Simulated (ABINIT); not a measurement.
# SrSiS3 (Pm-3m): zone-centre phonons, part 3 of 3

Which modes does SrSiS3 (Pm-3m) have at the zone centre?

ABINIT 10.8.3; DFT PBEsol, scalar-relativistic, plane waves, PseudoDojo norm-conserving pseudopotentials.

So far. Step 5 (Relaxation): The volume changes by +0.1 % in this run and stands +16.3 % from the first cell. Step 7 (Zone-centre response): The acoustic modes at Γ come out as far as 6.0 cm⁻¹ from zero, where they should vanish, a small numerical error. The lowest optical mode is imaginary, 121i cm⁻¹, an instability at this level and on this k mesh. The relaxed cell has a = 4.617 Å (conventional setting).

The structure was built from a prototype and need not be the compound's stable phase.

**8. Zone-centre analysis**

anaddb reads the merged derivatives and imposes the acoustic sum rule.

anaddb.abi

```
ddb_filepath "gamma_DDB"
output_file "anaddb.abo"
outdata_prefix "anaddb"
asr 1
chneut 1
enunit 2
eivec 1
nph1l 1
qph1l 0.0 0.0 0.0 1.0
```

mrgddb.in

```
gamma_DDB
merged
2
dfpt_gammao_DDB
gso_DDB
```

Launch:

```console
$ mrgddb < mrgddb.in > mrgddb.log
$ OMP_NUM_THREADS=1 anaddb anaddb.abi > anaddb.log
```

anaddb.abo, the main output file:

```text
-outvars_anaddb: echo values of input variables ----------------------

 Miscellaneous information :
      enunit         2
       eivec         1
         asr         1
 First list of wavevector (reduced coord.) :
       nph1l         1
       qph1l
                     0.00000000E+00  0.00000000E+00  0.00000000E+00    1.000E+00

================================================================================

 read the DDB information and perform some checks

  ==== Info on the Cryst% object ====
 Real(R)+Recip(G) space primitive vectors, cartesian coordinates (Bohr,Bohr^-1):
 R(1)=  8.7250158  0.0000000  0.0000000  G(1)=  0.1146130  0.0000000  0.0000000
 R(2)=  0.0000000  8.7250158  0.0000000  G(2)=  0.0000000  0.1146130  0.0000000
 R(3)=  0.0000000  0.0000000  8.7250158  G(3)=  0.0000000  0.0000000  0.1146130
 Unit cell volume ucvol=  6.6419968E+02 bohr^3
 Angles (23,13,12)=  9.00000000E+01  9.00000000E+01  9.00000000E+01 degrees
 Time-reversal symmetry is present
 Reduced atomic positions [iatom, xred, symbol]:
    1)    0.0000000  0.0000000  0.0000000  Sr
    2)    0.5000000  0.5000000  0.5000000  Si
    3)    0.5000000  0.5000000  0.0000000   S
    4)    0.5000000  0.0000000  0.5000000   S
    5)    0.0000000  0.5000000  0.5000000   S

 DDB file with 3 blocks has been read.

================================================================================

 Treat the first list of vectors

  Phonon wavevector (reduced coordinates) :  0.00000  0.00000  0.00000
 Phonon energies in Hartree :
  -5.511577E-04 -5.511577E-04 -5.511577E-04 -5.055476E-08 -5.050952E-08
  -5.037358E-08  2.059908E-04  2.059908E-04  2.059908E-04  3.757802E-04
   3.757802E-04  3.757802E-04  1.289717E-03  1.289717E-03  1.289717E-03
 Phonon energies in meV     :
- -1.499776E+01 -1.499776E+01 -1.499776E+01 -1.375665E-03 -1.374434E-03
- -1.370735E-03  5.605296E+00  5.605296E+00  5.605296E+00  1.022550E+01
-  1.022550E+01  1.022550E+01  3.509500E+01  3.509500E+01  3.509500E+01
 Phonon frequencies in cm-1    :
- -1.209651E+02 -1.209651E+02 -1.209651E+02 -1.109549E-02 -1.108556E-02
- -1.105572E-02  4.520976E+01  4.520976E+01  4.520976E+01  8.247423E+01
-  8.247423E+01  8.247423E+01  2.830602E+02  2.830602E+02  2.830602E+02
 Phonon frequencies in Thz     :
- -3.626443E+00 -3.626443E+00 -3.626443E+00 -3.326343E-04 -3.323367E-04
- -3.314422E-04  1.355355E+00  1.355355E+00  1.355355E+00  2.472515E+00
-  2.472515E+00  2.472515E+00  8.485933E+00  8.485933E+00  8.485933E+00
 Phonon energies in Kelvin  :
- -1.740418E+02 -1.740418E+02 -1.740418E+02 -1.596393E-02 -1.594965E-02
- -1.590672E-02  6.504676E+01  6.504676E+01  6.504676E+01  1.186620E+02
-  1.186620E+02  1.186620E+02  4.072605E+02  4.072605E+02  4.072605E+02

 Eigendisplacements
 (will be given, for each mode : in cartesian coordinates
   for each atom the real part of the displacement vector,
   then the imaginary part of the displacement vector - absolute values smaller than 1.0d-7 are set to zero)
  Mode number    1   Energy   -5.511577E-04
 Attention : low frequency mode.
   (Could be unstable or acoustic mode)
-  1  0.00000000E+00  0.00000000E+00 -4.91248399E-05
-     0.00000000E+00  0.00000000E+00  0.00000000E+00
-  2  0.00000000E+00  0.00000000E+00 -3.51171289E-03
-     0.00000000E+00  0.00000000E+00  0.00000000E+00
-  3  0.00000000E+00  0.00000000E+00 -3.12321343E-04
-     0.00000000E+00  0.00000000E+00  0.00000000E+00
-  4  0.00000000E+00  0.00000000E+00  1.76102452E-03
-     0.00000000E+00  0.00000000E+00  0.00000000E+00
-  5  0.00000000E+00  0.00000000E+00  1.76102452E-03
-     0.00000000E+00  0.00000000E+00  0.00000000E+00
  Mode number    2   Energy   -5.511577E-04
 Attention : low frequency mode.
   (Could be unstable or acoustic mode)
-  1  0.00000000E+00 -4.91248399E-05  0.00000000E+00
-     0.00000000E+00  0.00000000E+00  0.00000000E+00
-  2  0.00000000E+00 -3.51171289E-03  0.00000000E+00
-     0.00000000E+00  0.00000000E+00  0.00000000E+00
-  3  0.00000000E+00  1.76102452E-03  0.00000000E+00
-     0.00000000E+00  0.00000000E+00  0.00000000E+00
-  4  0.00000000E+00 -3.12321343E-04  0.00000000E+00
-     0.00000000E+00  0.00000000E+00  0.00000000E+00
-  5  0.00000000E+00  1.76102452E-03  0.00000000E+00
-     0.00000000E+00  0.00000000E+00  0.00000000E+00
  Mode number    3   Energy   -5.511577E-04
 Attention : low frequency mode.
   (Could be unstable or acoustic mode)
-  1  4.91248399E-05  0.00000000E+00  0.00000000E+00
-     0.00000000E+00  0.00000000E+00  0.00000000E+00
-  2  3.51171289E-03  0.00000000E+00  0.00000000E+00
-     0.00000000E+00  0.00000000E+00  0.00000000E+00
-  3 -1.76102452E-03  0.00000000E+00  0.00000000E+00
-     0.00000000E+00  0.00000000E+00  0.00000000E+00
-  4 -1.76102452E-03  0.00000000E+00  0.00000000E+00
-     0.00000000E+00  0.00000000E+00  0.00000000E+00
-  5  3.12321343E-04  0.00000000E+00  0.00000000E+00
-     0.00000000E+00  0.00000000E+00  0.00000000E+00
  Mode number    4   Energy   -5.055476E-08
 Attention : low frequency mode.
   (Could be unstable or acoustic mode)
-  1  0.00000000E+00  0.00000000E+00 -1.60924770E-03
-     0.00000000E+00  0.00000000E+00  0.00000000E+00
-  2  0.00000000E+00  0.00000000E+00 -1.60869124E-03
-     0.00000000E+00  0.00000000E+00  0.00000000E+00
-  3  0.00000000E+00  0.00000000E+00 -1.60876187E-03
-     0.00000000E+00  0.00000000E+00  0.00000000E+00
-  4  0.00000000E+00  0.00000000E+00 -1.60885264E-03
-     0.00000000E+00  0.00000000E+00  0.00000000E+00
-  5  0.00000000E+00  0.00000000E+00 -1.60885264E-03
-     0.00000000E+00  0.00000000E+00  0.00000000E+00
  Mode number    5   Energy   -5.050952E-08
 Attention : low frequency mode.
   (Could be unstable or acoustic mode)
-  1  0.00000000E+00  1.60924770E-03  0.00000000E+00
-     0.00000000E+00  0.00000000E+00  0.00000000E+00
-  2  0.00000000E+00  1.60869124E-03  0.00000000E+00
-     0.00000000E+00  0.00000000E+00  0.00000000E+00
-  3  0.00000000E+00  1.60885264E-03  0.00000000E+00
-     0.00000000E+00  0.00000000E+00  0.00000000E+00
-  4  0.00000000E+00  1.60876187E-03  0.00000000E+00
-     0.00000000E+00  0.00000000E+00  0.00000000E+00
-  5  0.00000000E+00  1.60885264E-03  0.00000000E+00
-     0.00000000E+00  0.00000000E+00  0.00000000E+00
  Mode number    6   Energy   -5.037358E-08
 Attention : low frequency mode.
   (Could be unstable or acoustic mode)
-  1  1.60924770E-03  0.00000000E+00  0.00000000E+00
-     0.00000000E+00  0.00000000E+00  0.00000000E+00
-  2  1.60869124E-03  0.00000000E+00  0.00000000E+00
-     0.00000000E+00  0.00000000E+00  0.00000000E+00
-  3  1.60885264E-03  0.00000000E+00  0.00000000E+00
-     0.00000000E+00  0.00000000E+00  0.00000000E+00
-  4  1.60885264E-03  0.00000000E+00  0.00000000E+00
-     0.00000000E+00  0.00000000E+00  0.00000000E+00
-  5  1.60876187E-03  0.00000000E+00  0.00000000E+00
-     0.00000000E+00  0.00000000E+00  0.00000000E+00
  Mode number    7   Energy    2.059908E-04
-  1  0.00000000E+00  0.00000000E+00  0.00000000E+00
-     0.00000000E+00  0.00000000E+00  0.00000000E+00
-  2  0.00000000E+00  0.00000000E+00  0.00000000E+00
-     0.00000000E+00  0.00000000E+00  0.00000000E+00
-  3  0.00000000E+00  0.00000000E+00  0.00000000E+00
-     0.00000000E+00  0.00000000E+00  0.00000000E+00
-  4  0.00000000E+00  0.00000000E+00  2.92470830E-03
-     0.00000000E+00  0.00000000E+00  0.00000000E+00
-  5  0.00000000E+00  0.00000000E+00 -2.92470830E-03
-     0.00000000E+00  0.00000000E+00  0.00000000E+00
  Mode number    8   Energy    2.059908E-04
-  1  0.00000000E+00  0.00000000E+00  0.00000000E+00
-     0.00000000E+00  0.00000000E+00  0.00000000E+00
-  2  0.00000000E+00  0.00000000E+00  0.00000000E+00
-     0.00000000E+00  0.00000000E+00  0.00000000E+00
-  3  0.00000000E+00  2.92470830E-03  0.00000000E+00
-     0.00000000E+00  0.00000000E+00  0.00000000E+00
-  4  0.00000000E+00  0.00000000E+00  0.00000000E+00
-     0.00000000E+00  0.00000000E+00  0.00000000E+00
-  5  0.00000000E+00 -2.92470830E-03  0.00000000E+00
-     0.00000000E+00  0.00000000E+00  0.00000000E+00
  Mode number    9   Energy    2.059908E-04
-  1  0.00000000E+00  0.00000000E+00  0.00000000E+00
-     0.00000000E+00  0.00000000E+00  0.00000000E+00
-  2  0.00000000E+00  0.00000000E+00  0.00000000E+00
-     0.00000000E+00  0.00000000E+00  0.00000000E+00
-  3  2.92470830E-03  0.00000000E+00  0.00000000E+00
-     0.00000000E+00  0.00000000E+00  0.00000000E+00
-  4 -2.92470830E-03  0.00000000E+00  0.00000000E+00
-     0.00000000E+00  0.00000000E+00  0.00000000E+00
-  5  0.00000000E+00  0.00000000E+00  0.00000000E+00
-     0.00000000E+00  0.00000000E+00  0.00000000E+00
  Mode number   10   Energy    3.757802E-04
-  1  0.00000000E+00  0.00000000E+00  1.91526974E-03
-     0.00000000E+00  0.00000000E+00  0.00000000E+00
-  2  0.00000000E+00  0.00000000E+00 -1.42204220E-03
-     0.00000000E+00  0.00000000E+00  0.00000000E+00
-  3  0.00000000E+00  0.00000000E+00 -1.40288642E-03
-     0.00000000E+00  0.00000000E+00  0.00000000E+00
-  4  0.00000000E+00  0.00000000E+00 -1.29326958E-03
-     0.00000000E+00  0.00000000E+00  0.00000000E+00
-  5  0.00000000E+00  0.00000000E+00 -1.29326958E-03
-     0.00000000E+00  0.00000000E+00  0.00000000E+00
  Mode number   11   Energy    3.757802E-04
-  1  0.00000000E+00  1.91526974E-03  0.00000000E+00
-     0.00000000E+00  0.00000000E+00  0.00000000E+00
-  2  0.00000000E+00 -1.42204220E-03  0.00000000E+00
-     0.00000000E+00  0.00000000E+00  0.00000000E+00
-  3  0.00000000E+00 -1.29326958E-03  0.00000000E+00
-     0.00000000E+00  0.00000000E+00  0.00000000E+00
-  4  0.00000000E+00 -1.40288642E-03  0.00000000E+00
-     0.00000000E+00  0.00000000E+00  0.00000000E+00
-  5  0.00000000E+00 -1.29326958E-03  0.00000000E+00
-     0.00000000E+00  0.00000000E+00  0.00000000E+00
  Mode number   12   Energy    3.757802E-04
-  1  1.91526974E-03  0.00000000E+00  0.00000000E+00
-     0.00000000E+00  0.00000000E+00  0.00000000E+00
-  2 -1.42204220E-03  0.00000000E+00  0.00000000E+00
-     0.00000000E+00  0.00000000E+00  0.00000000E+00
-  3 -1.29326958E-03  0.00000000E+00  0.00000000E+00
-     0.00000000E+00  0.00000000E+00  0.00000000E+00
-  4 -1.29326958E-03  0.00000000E+00  0.00000000E+00
-     0.00000000E+00  0.00000000E+00  0.00000000E+00
-  5 -1.40288642E-03  0.00000000E+00  0.00000000E+00
-     0.00000000E+00  0.00000000E+00  0.00000000E+00
  Mode number   13   Energy    1.289717E-03
-  1  0.00000000E+00  0.00000000E+00  2.34247722E-05
-     0.00000000E+00  0.00000000E+00  0.00000000E+00
-  2  0.00000000E+00  0.00000000E+00 -1.60943369E-03
-     0.00000000E+00  0.00000000E+00  0.00000000E+00
-  3  0.00000000E+00  0.00000000E+00  3.52903493E-03
-     0.00000000E+00  0.00000000E+00  0.00000000E+00
-  4  0.00000000E+00  0.00000000E+00 -1.09167680E-03
-     0.00000000E+00  0.00000000E+00  0.00000000E+00
-  5  0.00000000E+00  0.00000000E+00 -1.09167680E-03
-     0.00000000E+00  0.00000000E+00  0.00000000E+00
  Mode number   14   Energy    1.289717E-03
-  1  0.00000000E+00 -2.34247722E-05  0.00000000E+00
-     0.00000000E+00  0.00000000E+00  0.00000000E+00
-  2  0.00000000E+00  1.60943369E-03  0.00000000E+00
-     0.00000000E+00  0.00000000E+00  0.00000000E+00
-  3  0.00000000E+00  1.09167680E-03  0.00000000E+00
-     0.00000000E+00  0.00000000E+00  0.00000000E+00
-  4  0.00000000E+00 -3.52903493E-03  0.00000000E+00
-     0.00000000E+00  0.00000000E+00  0.00000000E+00
-  5  0.00000000E+00  1.09167680E-03  0.00000000E+00
-     0.00000000E+00  0.00000000E+00  0.00000000E+00
  Mode number   15   Energy    1.289717E-03
-  1  2.34247722E-05  0.00000000E+00  0.00000000E+00
-     0.00000000E+00  0.00000000E+00  0.00000000E+00
-  2 -1.60943369E-03  0.00000000E+00  0.00000000E+00
-     0.00000000E+00  0.00000000E+00  0.00000000E+00
-  3 -1.09167680E-03  0.00000000E+00  0.00000000E+00
-     0.00000000E+00  0.00000000E+00  0.00000000E+00
-  4 -1.09167680E-03  0.00000000E+00  0.00000000E+00
-     0.00000000E+00  0.00000000E+00  0.00000000E+00
-  5  3.52903493E-03  0.00000000E+00  0.00000000E+00
-     0.00000000E+00  0.00000000E+00  0.00000000E+00

 Analysis of degeneracies and characters (maximum tolerance=1.00E-06 a.u.)
 For each vibration mode, or group of modes if degenerate,
 the characters are given for each symmetry operation (see the list in the log file).
 Symmetry characters of vibration mode #   1
       degenerate with vibration modes #   2 to    3
  3.0 -3.0 -1.0  1.0 -1.0  1.0 -1.0  1.0  1.0 -1.0 -1.0  1.0  1.0 -1.0 -1.0  1.0
  0.0 -0.0  0.0 -0.0 -0.0  0.0  0.0 -0.0  1.0 -1.0 -1.0  1.0 -1.0  1.0  1.0 -1.0
  0.0 -0.0 -0.0  0.0  0.0 -0.0  0.0 -0.0  1.0 -1.0  1.0 -1.0 -1.0  1.0 -1.0  1.0
 Symmetry characters of vibration mode #   4
       degenerate with vibration modes #   5 to    6
  3.0 -3.0 -1.0  1.0 -1.0  1.0 -1.0  1.0  1.0 -1.0 -1.0  1.0  1.0 -1.0 -1.0  1.0
  0.0 -0.0  0.0 -0.0 -0.0  0.0 -0.0  0.0  1.0 -1.0 -1.0  1.0 -1.0  1.0  1.0 -1.0
  0.0 -0.0 -0.0  0.0 -0.0  0.0  0.0 -0.0  1.0 -1.0  1.0 -1.0 -1.0  1.0 -1.0  1.0
 Symmetry characters of vibration mode #   7
       degenerate with vibration modes #   8 to    9
  3.0 -3.0 -1.0  1.0 -1.0  1.0 -1.0  1.0 -1.0  1.0  1.0 -1.0 -1.0  1.0  1.0 -1.0
 -0.0  0.0 -0.0  0.0  0.0 -0.0  0.0 -0.0 -1.0  1.0  1.0 -1.0  1.0 -1.0 -1.0  1.0
 -0.0  0.0  0.0 -0.0  0.0 -0.0 -0.0  0.0 -1.0  1.0 -1.0  1.0  1.0 -1.0  1.0 -1.0
 Symmetry characters of vibration mode #  10
       degenerate with vibration modes #  11 to   12
  3.0 -3.0 -1.0  1.0 -1.0  1.0 -1.0  1.0  1.0 -1.0 -1.0  1.0  1.0 -1.0 -1.0  1.0
  0.0 -0.0  0.0 -0.0 -0.0  0.0 -0.0  0.0  1.0 -1.0 -1.0  1.0 -1.0  1.0  1.0 -1.0
  0.0 -0.0 -0.0  0.0 -0.0  0.0  0.0 -0.0  1.0 -1.0  1.0 -1.0 -1.0  1.0 -1.0  1.0
 Symmetry characters of vibration mode #  13
       degenerate with vibration modes #  14 to   15
  3.0 -3.0 -1.0  1.0 -1.0  1.0 -1.0  1.0  1.0 -1.0 -1.0  1.0  1.0 -1.0 -1.0  1.0
 -0.0  0.0 -0.0  0.0  0.0 -0.0 -0.0  0.0  1.0 -1.0 -1.0  1.0 -1.0  1.0  1.0 -1.0
 -0.0  0.0  0.0 -0.0 -0.0  0.0 -0.0  0.0  1.0 -1.0  1.0 -1.0 -1.0  1.0 -1.0  1.0
-
```

Elapsed: 0.52 s, on 1 thread of Arm Neoverse V1, shared host.

Read from the output:

| Quantity | Value |
| --- | --- |
| highest optical zone-centre mode (no LO-TO term) | 283.1 cm⁻¹ |
| lowest optical zone-centre mode | -121.0 cm⁻¹ |

No LO-TO term; unit eigenvectors of the mass-weighted matrix, from anaddb's displacements. Modes at Γ, with each element's share of the kinetic energy (negative means imaginary):

```tsv
mode	frequency (cm⁻¹)	symmetry	Sr %	Si %	S %
1	-121.0	T1u	0	63	37
2	-121.0	T1u	0	63	37
3	-121.0	T1u	0	63	37
4	0.0	acoustic	41	13	45
5	0.0	acoustic	41	13	45
6	0.0	acoustic	41	13	45
7	45.2	T2u	0	0	100
8	45.2	T2u	0	0	100
9	45.2	T2u	0	0	100
10	82.5	T1u	59	10	31
11	82.5	T1u	59	10	31
12	82.5	T1u	59	10	31
13	283.1	T1u	0	13	87
14	283.1	T1u	0	13	87
15	283.1	T1u	0	13	87
```

Displacements in mode 1 (-121.0 cm⁻¹), the largest set to 1:
```
Sr1  0.00  0.00 -0.01
Si2  0.00  0.00 -1.00
S3   0.00  0.00 -0.09
S4   0.00  0.00  0.50
S5   0.00  0.00  0.50
```

Displacements in mode 13 (283.1 cm⁻¹), the largest set to 1:
```
Sr1  0.00  0.00  0.01
Si2  0.00  0.00 -0.46
S3   0.00  0.00  1.00
S4   0.00  0.00 -0.31
S5   0.00  0.00 -0.31
```

The rule also moves an optical mode by 1.6 cm⁻¹.

**9. Results**

```
space group after relaxation                                           : Pm-3m
volume per atom                                                        : 19.7 Å³
highest optical zone-centre mode (no LO-TO term)                       : 283.1 cm⁻¹
lowest optical zone-centre mode                                        : -121.0 cm⁻¹
imaginary optical modes at the zone centre (no q mesh in this session) : yes
```

At the PBEsol level the optical modes of SrSiS3 (Pm-3m) at the zone centre run from 121i to 283 cm⁻¹, so the structure is a saddle point, with 3 modes beyond 10i cm⁻¹ there. These are harmonic frequencies at zero temperature: anharmonic shifts and linewidths and thermal expansion are left out. In a metal the frequencies hang on the k mesh and the smearing, most of all near Kohn anomalies. The structure is a hypothetical one, built on a prototype.

[Host names and launcher messages were left out of these logs when they were recorded.]

[Logs are printed without paths, hosts, clocks, repeated set-up lines and the standing remarks that a program may print on its own settings, such as how far it seeks lower states.]

[Hosts, paths, dates, database ids (printed as entryN), source tags and the programs' standing remarks are cut or masked in the printed files.]
